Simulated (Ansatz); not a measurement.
Planning a GW calculation on SnH5CN2Cl3 (Amm2).

The structure is orthorhombic, space group Amm2 (No. 38). Conventional cell: a = 6.040 Å, b = 7.718 Å, c = 8.308 Å, α = 90.00°, β = 90.00°, γ = 90.00°. Sn has 6 Cl at 2.74 to 3.03 Å nearest. H has 1 N at 1.02 Å nearest. Nearest to H lie 1 N at 1.01 Å. Nearest to H lie 1 C at 1.09 Å. C has 1 H at 1.09 Å and 2 N at 1.31 Å nearest. Nearest to N lie 2 H at 1.01 to 1.02 Å and 1 C at 1.31 Å. Farther neighbours and most contacts between anions are not listed.

```
Sn H C N Cl
1.0
     6.04049    0.00000    0.00000
     0.00000    3.85919    4.15388
     0.00000   -3.85919    4.15388
Sn H C N Cl
1 5 1 2 3
Direct
  0.50000 0.37225 0.37225
  0.20550 0.72551 0.72551
  0.79450 0.72551 0.72551
  0.32968 0.91618 0.91618
  0.67032 0.91618 0.91618
  0.00000 0.05332 0.05332
  0.00000 0.92172 0.92172
  0.19109 0.84758 0.84758
  0.80891 0.84758 0.84758
  0.50000 0.85581 0.35121
  0.50000 0.35121 0.85581
  0.00000 0.39395 0.39395
```

The cell and positions are those that the Materials Project relaxed with its own functionals (PBE, PBE+U or r2SCAN), kept fixed.

Runs so far (Ansatz 0.2.0, start PBE, PAW set soft_1 files, 2×2×2 mesh). Times are wall times on 1 × NVIDIA H100 80GB HBM3 (shared by 6 runs) with 2 threads of AMD EPYC 7R13 (Zen 3), shared host, good to a factor of about two.

| bands summed | cutoff (eV) | gap on the mesh (eV) | time |
| --- | --- | --- | --- |
| 182 | 50 | 1.946 | 9 s |
| 466 | 100 | 2.127 | 17 s |
| 834 | 150 | 2.217 | 23 s |

Question: What should the next rung give, with 1461 bands and screening to 220 eV, and where is the limit?

The error falls about as one over the bands when the cutoff rises with them. A line through the two highest rungs given predicts 2.265 eV; the run gave 2.301 eV, a miss of 0.036 eV, so the law fails here: the steps don't follow it yet. The two highest rungs put the limit near 2.413 eV, the pair below near 2.330 eV; neither can be trusted until a further rung is run.

Gaps are over the mesh's points; an edge off the mesh would be missed. Limits: not at the basis limit; no spin-orbit coupling; coarse k mesh.

[Paths, hosts, dates, memory and timing lines, banners, echoed tables and standing remarks are left out of the program output.]

[Logs are printed without paths, hosts, clocks, repeated set-up lines and the standing remarks that a program may print on its own settings, such as how far it seeks lower states.]

[Runs of the session that timed out or met a known fault of the program may be left out.]

[Cells called generated may have been cut or substituted from an entry of the Crystallography Open Database or the Materials Project.]

[Hosts, paths, dates, database ids (printed as entryN), source tags and the programs' standing remarks are cut or masked in the printed files.]
